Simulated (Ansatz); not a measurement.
**A hypothetical structure for HAuS2**

This structure for HAuS2 is made up. Its elements were placed in a known structure type with a cell scaled to their sizes. What cell does the guess relax to, and how far off was it?

Program: Ansatz 0.2.0. Level of theory: DFT, PBE, plane-wave PAW, files of the set soft_1, scalar-relativistic, no spin, cell and ions relaxed at zero pressure; PAW set soft_1. Results are calculated unless marked as measured.

### 1. The starting structure

Symmetry: P-1, No. 2, triclinic system. Conventional cell: a = 4.858 Å, b = 5.616 Å, c = 6.327 Å, α = 92.80°, β = 90.04°, γ = 115.42°. Au has 4 S at 2.32 to 2.43 Å nearest. Nearest to Au lie 4 S at 2.37 to 2.38 Å. Nearest to S lie 1 H at 1.53 Å and 2 Au at 2.32 to 2.38 Å. S has 1 H at 1.38 Å and 2 Au at 2.37 to 2.43 Å nearest. Nearest to H lie 2 S at 1.38 to 1.53 Å. Farther neighbours and most contacts between anions are not listed.

### 2. Relaxation of the guess

The guess takes its coordinates from another compound and its volume from a rule, so the cell and any free coordinates are relaxed together.

The input, input.yaml:

```yaml
crystal:
  lattice:
    - [4.858, 0.0, 0.0]
    - [-2.410670419, 5.072289831, 0.0]
    - [-0.004417079, -0.344301943, 6.317623419]
  atoms:
    - { symbol: Au, position: [0.5, 0.5, 0.5] }
    - { symbol: Au, position: [0.0, 0.5, 0.0] }
    - { symbol: S, position: [0.0473, 0.287, 0.3039] }
    - { symbol: S, position: [0.7645, 0.7308, 0.1937] }
    - { symbol: S, position: [0.9527, 0.713, 0.6961] }
    - { symbol: S, position: [0.2355, 0.2692, 0.8063] }
    - { symbol: H, position: [0.0564, 0.0074, 0.7478] }
    - { symbol: H, position: [0.9436, 0.9926, 0.2522] }
kpoints:
  mp_grid: { grid: [6, 5, 4] }
scf:
  occupations: { method: fermi_dirac, width: 0.05 }
hamiltonian:
  xc: pbe
  pseudopotentials: { kind: paw, azcp: { folder: soft_1 } }
relax:
  f_tol: 0.015
  max_steps: 70
  cell: {}
output:
  forces: true
  stress: true
```

Launch:

```bash
ansatz run input.yaml --threads 4 --pin off --max-ram 10240MiB --backend cpu --events-out ev --progress --plain --runs-dir out
```

Numbers of over 12 decimals in the logs are rounded to 6 here.

What it wrote:

```text
Engine: ansatz 0.2.0, x86_64-unknown-linux-gnu
Pseudopotentials: kind: paw
Pseudopotential: Au, paw, valence charge 19, recommended cutoff 420 eV (normal), soft_1/Au.paw.azcp
Pseudopotential: S, paw, valence charge 6, recommended cutoff 420 eV (normal), soft_1/S.paw.azcp
Pseudopotential: H, paw, valence charge 1, recommended cutoff 420 eV (normal), soft_1/H.paw.azcp
Functional definition: PBE
  parameter kappa = 0.804
  parameter beta = 0.066725
  exchange = pbe_x(kappa = kappa, mu = beta*pi^2/3)
  correlation = pbe_c(beta = beta)
Crystal: 8 atoms, lattice volume = 155.674 Å³
Basis set: ecut = 420 eV, 3065 PW (Γ), exchange–correlation on 72×80×90 points (8 copies of the dense FFT grid, shifted against one another)
Bands: 40, of which v1, the nominal top of the filled ones, is band 32 counted from 1 (31 counted from 0)
Symmetry: 2 space group operations
Space group: P-1 (ITA 2), of the structure as read, at distance tolerance 5.4e-5 Å
k-points: 62 of 120
Non-local potential: Au, projectors of the file, l = 0: 3, l = 1: 2, l = 2: 2, l = 3: 1
Non-local potential: S, projectors of the file, l = 0: 2, l = 1: 2, l = 2: 1
Non-local potential: H, projectors of the file, l = 0: 2, l = 1: 1
PAW form: soft (Blöchl's): semilocal exchange-correlation on the pseudo side does not see the compensation charge
PAW one-centre angular grid: Au, 590 points (default); XC on 64 Gauss nodes
PAW one-centre angular grid: S, 110 points (default); XC on 64 Gauss nodes
PAW one-centre angular grid: H, 110 points (default); XC on 64 Gauss nodes
Initial density: superposition of atomic densities (chi_scale 0.1, normalization cell, long waves kept (reshape's long-wave potential 0.01 eV rms))
Initial wavefunctions: pseudopotential atomic-orbital guess
Functional: x = pbe(κ = 0.804, μ = 0.219515), c = pbe(β = 0.066725)
SCF iter   1: F=—  HF=-29944.504200 eV  |F-HF|=—  |Δ(HF+E_count)|=         —  Δρ=8.81e-2  dr2=1.74e1  ethr=3.10e-3  ⟨swp⟩=8.1  Hψ=12108  notcnv=0  defer=27
preconditioner: auto → Resta (q_TF=auto, 2.353 Å⁻¹)  ε∞=5.7  [insulator: Δε(μ)=0.899 eV  Ē_g=9.511 eV  σ=0.050 eV  W_gap=1.00  n_scr=28 (ndim 8)  ℏωp=20.6 eV  f_vac=0.127  D(μ)=0.00/eV (n_scr^D=0)  ε∞_Penn≈5.7]
SCF iter   2: F=—  HF=-29940.903299 eV  |F-HF|=—  |Δ(HF+E_count)|=    3.60e0  Δρ=2.73e-2  dr2=7.25e-1  ethr=3.10e-3  ⟨swp⟩=3.1  Hψ=5583  notcnv=0  defer=124
SCF iter   3: F=—  HF=-29940.725410 eV  |F-HF|=—  |Δ(HF+E_count)|=   1.78e-1  Δρ=1.31e-2  dr2=1.96e-1  ethr=1.13e-3  ⟨swp⟩=3.0  Hψ=5042  notcnv=0  defer=117
SCF iter   4: F=—  HF=-29940.687038 eV  |F-HF|=—  |Δ(HF+E_count)|=   3.84e-2  Δρ=5.32e-3  dr2=3.66e-2  ethr=3.06e-4  ⟨swp⟩=2.2  Hψ=2809  notcnv=0  defer=117
SCF iter   5: F=—  HF=-29940.680849 eV  |F-HF|=—  |Δ(HF+E_count)|=   6.19e-3  Δρ=1.04e-3  dr2=2.17e-3  ethr=5.72e-5  ⟨swp⟩=2.8  Hψ=4520  notcnv=0  defer=117
SCF iter   6: F=—  HF=-29940.681620 eV  |F-HF|=—  |Δ(HF+E_count)|=   7.71e-4  Δρ=2.14e-4  dr2=2.08e-4  ethr=3.39e-6  ⟨swp⟩=2.0  Hψ=3706  notcnv=0  defer=117
SCF iter   7: F=—  HF=-29940.681777 eV  |F-HF|=—  |Δ(HF+E_count)|=   1.57e-4  Δρ=9.96e-5  dr2=2.58e-5  ethr=3.25e-7  ⟨swp⟩=2.0  Hψ=3735  notcnv=0  defer=117
SCF iter   8: F=—  HF=-29940.681806 eV  |F-HF|=—  |Δ(HF+E_count)|=   2.82e-5  Δρ=7.87e-5  dr2=1.45e-5  ethr=4.04e-8  ⟨swp⟩=3.0  Hψ=5023  notcnv=0  defer=117
SCF iter   9: F=—  HF=-29940.681810 eV  |F-HF|=—  |Δ(HF+E_count)|=   3.99e-6  Δρ=1.61e-5  dr2=7.15e-7  ethr=2.26e-8  ⟨swp⟩=2.0  Hψ=3381  notcnv=0  defer=117
SCF iter  10: F=-29940.681811 eV  HF=-29940.681811 eV  |F-HF|=7.83e-8  |Δ(HF+E_count)|=   1.26e-6  Δρ=5.83e-6  dr2=7.41e-8  ethr=1.56e-10  ⟨swp⟩=6.0  Hψ=10066  notcnv=0
SCF 1 converged in 10 iterations: F = -29940.681811 eV  dr2 = 7.41e-8
  greatest PAW one-centre occupation: 1.000 electrons in one spin orbital (limit 2), on the Au atom at site 1 (counted from 0), in its partial waves of l = 0
relax step   1: F+E_penalty+E_count = -29940.68181102 eV  Δ(F+E_penalty+E_count) = +0.000e0 eV  max|allowed force component| = 3.660e0 eV/Å  Δτ_max = 0.0000 Å  P = +7.625 GPa  Ω = 155.674 Å³  (10 SCF iters, dr2 threshold 1.00e-7 eV, accepted)
Crystal: 8 atoms, lattice volume = 160.198 Å³
Basis set: ecut = 420 eV, 3125 PW (Γ), exchange–correlation on 72×80×90 points (8 copies of the dense FFT grid, shifted against one another)
Initial density: handed on by an earlier stage of this run
Initial wavefunctions: those handed on with the density
iter 1 solved again at ethr=1.91e-4 eV; its pass at ethr=3.10e-3 eV (dr2=1.22e-1 eV) is discarded
SCF iter   1: F=—  HF=-29941.761298 eV  |F-HF|=—  |Δ(HF+E_count)|=         —  Δρ=1.06e-2  dr2=1.24e-1  ethr=1.91e-4  ⟨swp⟩=3.0  Hψ=14506  notcnv=0
preconditioner: auto → Resta (q_TF=auto, 2.341 Å⁻¹)  ε∞=5.5  [insulator: Δε(μ)=0.153 eV  Ē_g=9.587 eV  σ=0.050 eV  W_gap=0.63  n_scr=28 (ndim 8)  ℏωp=20.3 eV  f_vac=0.160  D(μ)=0.38/eV (n_scr^D=0)  ε∞_Penn≈5.5]
SCF iter   2: F=—  HF=-29941.742062 eV  |F-HF|=—  |Δ(HF+E_count)|=   1.92e-2  Δρ=5.40e-3  dr2=2.53e-2  ethr=1.91e-4  ⟨swp⟩=2.4  Hψ=3013  notcnv=0
SCF iter   3: F=—  HF=-29941.740728 eV  |F-HF|=—  |Δ(HF+E_count)|=   1.33e-3  Δρ=1.17e-3  dr2=1.84e-3  ethr=3.95e-5  ⟨swp⟩=2.1  Hψ=4140  notcnv=0
SCF iter   4: F=—  HF=-29941.740666 eV  |F-HF|=—  |Δ(HF+E_count)|=   6.22e-5  Δρ=3.73e-4  dr2=3.26e-4  ethr=2.87e-6  ⟨swp⟩=2.8  Hψ=4812  notcnv=0
SCF iter   5: F=—  HF=-29941.740763 eV  |F-HF|=—  |Δ(HF+E_count)|=   9.77e-5  Δρ=1.31e-4  dr2=3.56e-5  ethr=5.10e-7  ⟨swp⟩=2.3  Hψ=3626  notcnv=0
SCF iter   6: F=—  HF=-29941.740774 eV  |F-HF|=—  |Δ(HF+E_count)|=   1.02e-5  Δρ=4.01e-5  dr2=5.51e-6  ethr=5.56e-8  ⟨swp⟩=2.7  Hψ=4255  notcnv=0
SCF iter   7: F=—  HF=-29941.740776 eV  |F-HF|=—  |Δ(HF+E_count)|=   2.57e-6  Δρ=1.95e-5  dr2=1.24e-6  ethr=8.60e-9  ⟨swp⟩=2.1  Hψ=3583  notcnv=0
SCF iter   8: F=-29941.740776 eV  HF=-29941.740776 eV  |F-HF|=4.92e-8  |Δ(HF+E_count)|=   2.22e-7  Δρ=9.34e-6  dr2=2.26e-7  ethr=1.25e-9  ⟨swp⟩=5.0  Hψ=9222  notcnv=0
SCF 2 converged in 8 iterations: F = -29941.740776 eV  dr2 = 2.26e-7
relax step   2: F+E_penalty+E_count = -29941.74077632 eV  Δ(F+E_penalty+E_count) = -1.059e0 eV  max|allowed force component| = 1.218e0 eV/Å  Δτ_max = 0.1349 Å  P = +2.266 GPa  Ω = 160.198 Å³  energy of the carried Pulay correction = -1.369e-3 eV  (8 SCF iters, dr2 threshold 8.00e-7 eV, accepted)
Crystal: 8 atoms, lattice volume = 157.594 Å³
Basis set: ecut = 420 eV, 3055 PW (Γ), exchange–correlation on 72×80×90 points (8 copies of the dense FFT grid, shifted against one another)
iter 1 solved again at ethr=1.15e-4 eV; its pass at ethr=3.10e-3 eV (dr2=7.35e-2 eV) is discarded
[...]
relax step  18: F+E_penalty+E_count = -29942.21864358 eV  Δ(F+E_penalty+E_count) = -4.460e-3 eV  max|allowed force component| = 5.126e-2 eV/Å  Δτ_max = 0.0468 Å  P = +0.071 GPa  Ω = 163.390 Å³  energy of the carried Pulay correction = +5.947e-5 eV  (7 SCF iters, dr2 threshold 4.28e-7 eV, accepted)
relax step  19: F+E_penalty+E_count = -29942.22027722 eV  Δ(F+E_penalty+E_count) = -1.634e-3 eV  max|allowed force component| = 2.831e-2 eV/Å  Δτ_max = 0.0379 Å  P = +0.043 GPa  Ω = 163.316 Å³  energy of the carried Pulay correction = +1.483e-4 eV  (7 SCF iters, dr2 threshold 1.64e-7 eV, accepted)
relax step  20: F+E_penalty+E_count = -29942.22066106 eV  Δ(F+E_penalty+E_count) = -3.838e-4 eV  max|allowed force component| = 1.500e-2 eV/Å  Δτ_max = 0.0119 Å  P = +0.031 GPa  Ω = 163.485 Å³  energy of the carried Pulay correction = +1.126e-4 eV  (7 SCF iters, dr2 threshold 5.01e-8 eV, accepted)
relax step  21: F+E_penalty+E_count = -29942.22098317 eV  Δ(F+E_penalty+E_count) = -3.221e-4 eV  max|allowed force component| = 1.069e-2 eV/Å  Δτ_max = 0.0224 Å  P = +0.000 GPa  Ω = 163.747 Å³  energy of the carried Pulay correction = +7.747e-5 eV  (8 SCF iters, dr2 threshold 1.69e-8 eV, accepted)
relax step  22: F+E_penalty+E_count = -29942.22053166 eV  Δ(F+E_penalty+E_count) = +4.515e-4 eV  max|allowed force component| = 4.088e-2 eV/Å  Δτ_max = 0.0204 Å  P = -0.013 GPa  Ω = 163.905 Å³  energy of the carried Pulay correction = +5.835e-5 eV  (9 SCF iters, dr2 threshold 1.03e-8 eV, rejected (line search))
relax step  23: F+E_penalty+E_count = -29942.22107736 eV  Δ(F+E_penalty+E_count) = -9.419e-5 eV  max|allowed force component| = 2.309e-3 eV/Å  Δτ_max = 0.0112 Å  P = -0.010 GPa  Ω = 163.925 Å³  energy of the carried Pulay correction = +3.261e-5 eV  (9 SCF iters, accepted)
relax step  24: F+E_penalty+E_count = -29942.22117396 eV  Δ(F+E_penalty+E_count) = -9.660e-5 eV  max|allowed force component| = 1.328e-2 eV/Å  Δτ_max = 0.0112 Å  P = +0.013 GPa  Ω = 163.818 Å³  energy of the carried Pulay correction = +7.205e-5 eV  (10 SCF iters, accepted)
relax step  25: F+E_penalty+E_count = -29942.22125667 eV  Δ(F+E_penalty+E_count) = -8.271e-5 eV  max|allowed force component| = 6.738e-3 eV/Å  Δτ_max = 0.0158 Å  P = -0.011 GPa  Ω = 163.718 Å³  energy of the carried Pulay correction = +1.110e-4 eV  (7 SCF iters, dr2 threshold 1.03e-8 eV, accepted)
relax step  26: F+E_penalty+E_count = -29942.22128990 eV  Δ(F+E_penalty+E_count) = -3.323e-5 eV  max|allowed force component| = 8.856e-3 eV/Å  Δτ_max = 0.0169 Å  P = -0.029 GPa  Ω = 163.795 Å³  energy of the carried Pulay correction = +9.830e-5 eV  (8 SCF iters, dr2 threshold 6.28e-9 eV, accepted)
relax step  27: F+E_penalty+E_count = -29942.22137190 eV  Δ(F+E_penalty+E_count) = -8.200e-5 eV  max|allowed force component| = 4.002e-3 eV/Å  Δτ_max = 0.0059 Å  P = -0.007 GPa  Ω = 163.627 Å³  energy of the carried Pulay correction = +1.446e-4 eV  (7 SCF iters, dr2 threshold 8.93e-9 eV, accepted)
iter 1 solved again at ethr=1.62e-6 eV; its pass at ethr=3.10e-3 eV (dr2=1.04e-3 eV) is discarded
SCF iter   1: F=—  HF=-29942.213577 eV  |F-HF|=—  |Δ(HF+E_count)|=         —  Δρ=3.56e-4  dr2=7.32e-6  ethr=1.62e-6  ⟨swp⟩=3.8  Hψ=19281  notcnv=0
preconditioner: auto → Resta (q_TF=auto, 2.333 Å⁻¹)  ε∞=5.5  [insulator: Δε(μ)=0.274 eV  Ē_g=9.440 eV  σ=0.050 eV  W_gap=0.88  n_scr=32 (ndim 8)  ℏωp=20.1 eV  f_vac=0.143  D(μ)=0.22/eV (n_scr^D=0)  ε∞_Penn≈5.5]
SCF iter   2: F=—  HF=-29942.219571 eV  |F-HF|=—  |Δ(HF+E_count)|=   5.99e-3  Δρ=1.80e-4  dr2=1.61e-6  ethr=1.14e-8  ⟨swp⟩=2.8  Hψ=4369  notcnv=0
SCF iter   3: F=—  HF=-29942.221704 eV  |F-HF|=—  |Δ(HF+E_count)|=   2.13e-3  Δρ=2.57e-5  dr2=1.45e-7  ethr=2.52e-9  ⟨swp⟩=2.0  Hψ=3985  notcnv=0
SCF iter   4: F=—  HF=-29942.221743 eV  |F-HF|=—  |Δ(HF+E_count)|=   3.84e-5  Δρ=4.91e-6  dr2=3.15e-8  ethr=2.26e-10  ⟨swp⟩=2.0  Hψ=4345  notcnv=0
SCF iter   5: F=—  HF=-29942.221743 eV  |F-HF|=—  |Δ(HF+E_count)|=   8.74e-7  Δρ=1.71e-6  dr2=7.69e-9  ethr=4.93e-11  ⟨swp⟩=2.4  Hψ=3407  notcnv=0
SCF iter   6: F=—  HF=-29942.221744 eV  |F-HF|=—  |Δ(HF+E_count)|=   8.90e-8  Δρ=6.09e-7  dr2=1.79e-9  ethr=1.20e-11  ⟨swp⟩=2.2  Hψ=3526  notcnv=0
SCF iter   7: F=—  HF=-29942.221744 eV  |F-HF|=—  |Δ(HF+E_count)|=   2.65e-9  Δρ=2.15e-7  dr2=1.77e-10  ethr=2.79e-12  ⟨swp⟩=2.1  Hψ=3728  notcnv=0
SCF iter   8: F=-29942.221744 eV  HF=-29942.221744 eV  |F-HF|=7.28e-12  |Δ(HF+E_count)|=  1.02e-10  Δρ=4.64e-8  dr2=5.50e-12  ethr=1.00e-12  ⟨swp⟩=5.1  Hψ=9414  notcnv=0
SCF 28 converged in 8 iterations: F = -29942.221744 eV  dr2 = 5.50e-12
relax step  28: F+E_penalty+E_count = -29942.22174353 eV  Δ(F+E_penalty+E_count) = -3.716e-4 eV  max|allowed force component| = 4.005e-3 eV/Å  Δτ_max = 0.0000 Å  P = -0.006 GPa  Ω = 163.627 Å³  stress off target by 2.53e-2 GPa  SCF on the basis re-selected at this cell (its energy is not comparable with the rows above)  (8 SCF iters)
basis re-selected at this cell: Δ(F+E_penalty+E_count) = -3.716e-4 eV, ΔP = +0.000 GPa vs the last step (what re-selecting the basis moved, of the pressure what is left beyond the Pulay correction that the steps carried, after the strain that the cell walked since its last selection, with what the two solves' SCF thresholds leave and, on support functions, any second-order correction that the steps lacked; it is no m [...]
SCF converged after 8 iterations
Free energy (F): -29942.221744 eV
Harris-Foulkes:  -29942.221744 eV  (|F-HF|=7.28e-12)
Internal energy: -29942.219003 eV  (E = F + TS)
E sigma→0 (E₀):  -29942.220373 eV
Entropy (-TS):   -0.002740 eV (-0.343 meV/atom)
Fermi energy:    6.050860 eV
--- Per-component energies (eV) ---
  E_band       = -1009.241713
  E_kinetic    = 1594.921797
  E_local      = -8019.644765  (includes V_loc(G=0)·N_el)
  E_nonlocal   = 331.936147
  E_hartree    = 3391.266926
  E_xc         = -800.213493
  E_vxc        = -871.503493  (∫ρ·V_xc dr)
  E_paw        = -21895.023373  (= ΣΔE_a)
  E_vpaw       = -827.486711  (= ΣTr[D̂ρ^β])
  E_aug_tail   = 0.001489  (compensation charges beyond the density's cutoff)
  E_ewald      = -4545.463731
  E_smearing   = -0.002740  (= −TS)
  E_closure    = -0.000000  (closes the sum)
  Σ components = -29942.221744   (vs F -29942.221744, Δ=0.00e0)
--- Forces (eV/Å), atoms counted from 1 ---
  atom   1  Au     0.00000000     0.00000000     0.00000000
  atom   2  Au     0.00000000     0.00000000     0.00000000
  atom   3  S      0.00016495    -0.00267751     0.00369076
  atom   4  S      0.00260811     0.00139515     0.00400503
  atom   5  S     -0.00016495     0.00267751    -0.00369076
  atom   6  S     -0.00260811    -0.00139515    -0.00400503
  atom   7  H      0.00160888    -0.00374651    -0.00214782
  atom   8  H     -0.00160888     0.00374651     0.00214782
  max |Σ_I F_I| component: 0.00e0 eV/Å
--- Stress (GPa, compression-positive) ---
       -0.010240       0.014522      -0.003737
        0.014522       0.008446       0.008365
       -0.003737       0.008365      -0.017218
  P = ⅓ Tr σ = -0.0063 GPa (-0.063 kbar)
--- Relaxed structure (26 steps of the walk, 24 accepted, 2 SCFs on fresh bases) ---
  F+E_penalty+E_count = -29942.22174353 eV   max|allowed force component| = 4.005e-3 eV/Å   (the final SCF, on the basis selected at the relaxed cell)
  cell:  # Å, volume = 163.6265 Å³
    - [4.505477, 0.483830, 0.014440]
    - [-1.730567, 5.591398, 0.333735]
    - [-0.019608, 0.028322, 6.287989]
  atoms:
    - { symbol: Au, position: [0.5, 0.5, 0.500000] }
    - { symbol: Au, position: [1.734723475976807e-17, 0.5, 0.0] }
    - { symbol: S, position: [0.099084, 0.274108, 0.313531] }
    - { symbol: S, position: [0.685592, 0.711861, 0.176543] }
    - { symbol: S, position: [0.900916, 0.725892, 0.686469] }
    - { symbol: S, position: [0.314408, 0.288139, 0.823457] }
    - { symbol: H, position: [0.087276, 0.121686, 0.747187] }
    - { symbol: H, position: [0.912724, 0.878314, 0.252813] }
```

It took 77 s on 4 threads of Intel Xeon Platinum 8559C (Emerald Rapids), shared host; peak memory 0.69 GiB.

Step by step (22 of 28):

| step | energy less that of the first step (eV) | largest force component (eV/Å) | pressure (GPa) | volume (Å³) |
| --- | --- | --- | --- | --- |
| 1 | 0.0000 | 3.6599 | 7.63 | 155.67 |
| 2 | -1.0590 | 1.2181 | 2.27 | 160.20 |
| 4 | -1.3483 | 0.2726 | -0.36 | 159.37 |
| 5 | -1.3676 | 0.2847 | -0.25 | 158.68 |
| 6 | -1.3933 | 0.2987 | 0.14 | 157.40 |
| 7 | -1.4398 | 0.4402 | 1.96 | 154.76 |
| 9 | -1.5048 | 0.0862 | 0.18 | 162.22 |
| 10 | -1.5137 | 0.0620 | 0.05 | 162.94 |
| 11 | -1.5140 | 0.0668 | -0.21 | 163.63 |
| 13 | -1.5163 | 0.0242 | -0.05 | 163.79 |
| 14 | -1.5166 | 0.0050 | 0.01 | 163.57 |
| 15 | -1.5167 | 0.0025 | 0.01 | 163.51 |
| 16 | -1.5168 | 0.0021 | 0.01 | 163.31 |
| 18 | -1.5368 | 0.0513 | 0.07 | 163.39 |
| 19 | -1.5385 | 0.0283 | 0.04 | 163.32 |
| 20 | -1.5389 | 0.0150 | 0.03 | 163.48 |
| 22 | -1.5387 | 0.0409 | -0.01 | 163.90 |
| 23 | -1.5393 | 0.0023 | -0.01 | 163.93 |
| 24 | -1.5394 | 0.0133 | 0.01 | 163.82 |
| 25 | -1.5394 | 0.0067 | -0.01 | 163.72 |
| 27 | -1.5396 | 0.0040 | -0.01 | 163.63 |
| 28* | -1.5399 | 0.0040 | -0.01 | 163.63 |

Relaxation steps marked * repeat the geometry before them on a plane-wave basis chosen anew for their cell, so energy and pressure can jump there. Other such steps can lie between the rows shown. Relaxation steps 9, 22 were tried and not accepted.

Forces are held to the 2 operations that the run works with; a distortion that breaks them can't arise in this run.

| cell as run | before | after | change |
| --- | --- | --- | --- |
| a (Å) | 4.858 | 4.531 | -6.7 % |
| b (Å) | 5.616 | 5.863 | +4.4 % |
| c (Å) | 6.327 | 6.288 | -0.6 % |
| α (°) | 92.80 | 86.44 | -6.9 % |
| β (°) | 90.04 | 89.97 | -0.1 % |
| γ (°) | 115.42 | 101.04 | -12.5 % |
| volume (Å³/atom) | 19.46 | 20.45 | +5.1 % |

The atoms that moved most (Å, as changes of fractional coordinates times the final cell):

| atom | dx | dy | dz | length |
| --- | --- | --- | --- | --- |
| H7 | -0.059 | 0.654 | 0.035 | 0.657 |
| H8 | 0.059 | -0.654 | -0.035 | 0.657 |
| S4 | -0.322 | -0.145 | -0.115 | 0.372 |
| S6 | 0.322 | 0.145 | 0.115 | 0.372 |
| S3 | 0.255 | -0.047 | 0.057 | 0.266 |
| S5 | -0.255 | 0.047 | -0.057 | 0.266 |

Final coordinates:

```
Au S H
1.0
     4.50548    0.48383    0.01444
    -1.73057    5.59140    0.33373
    -0.01961    0.02832    6.28799
Au S H
2 4 2
Direct
  0.50000 0.50000 0.50000
  0.00000 0.50000 0.00000
  0.09908 0.27411 0.31353
  0.68559 0.71186 0.17654
  0.90092 0.72589 0.68647
  0.31441 0.28814 0.82346
  0.08728 0.12169 0.74719
  0.91272 0.87831 0.25281
```

This step gave:

```yaml
free_energy: -29942.2217 eV
energy_at_zero_smearing: -29942.2204 eV
smearing_term_ts: 0.002740 eV
fermi_energy: 6.051 eV
gap_by_band_count: 0.2742 eV
electrons: 64
symmetry_operations: 2
pressure: -0.006337 GPa
```

The shortest distance of each pair, which need not be the same contact before and after:

| pair | guess (Å) | relaxed (Å) |
| --- | --- | --- |
| H–S | 1.380 | 1.384 |
| Au–S | 2.324 | 2.377 |
| Au–H | 3.173 | 2.894 |
| S–S | 2.869 | 3.223 |
| H–H | 3.174 | 3.431 |

The relaxation ends with a largest force component of 0.0040 eV/Å and a pressure of -0.01 GPa.

### 3. Summary of results

```json
{
 "space group, relaxed": "P-1",
 "conventional cell": "a = 4.531, b = 5.863, c = 6.288 Å; α = 93.6°, β = 90.0°, γ = 101.0°",
 "volume per atom": "20.45 Å³ (guess 19.46)"
}
```

In words: HAuS2 relaxes to P-1 with a = 4.531, b = 5.863 and c = 6.288 Å. The guessed volume was 5 % too small. The space group P-1 was held in the relaxation, so the end point is a stationary structure within it and may be a saddle against distortions or other arrangements. Mesh and cutoff weren't tested. Spin-orbit coupling is left out, which can matter for elements this heavy. No dispersion term is used, so weakly bound directions may come out too long. Nothing here tests whether the compound is stable against decomposition.

[Logs are printed without paths, hosts, clocks, repeated set-up lines and the standing remarks that a program may print on its own settings, such as how far it seeks lower states.]

[Hosts, paths, dates, database ids (printed as entryN), source tags and the programs' standing remarks are cut or masked in the printed files.]
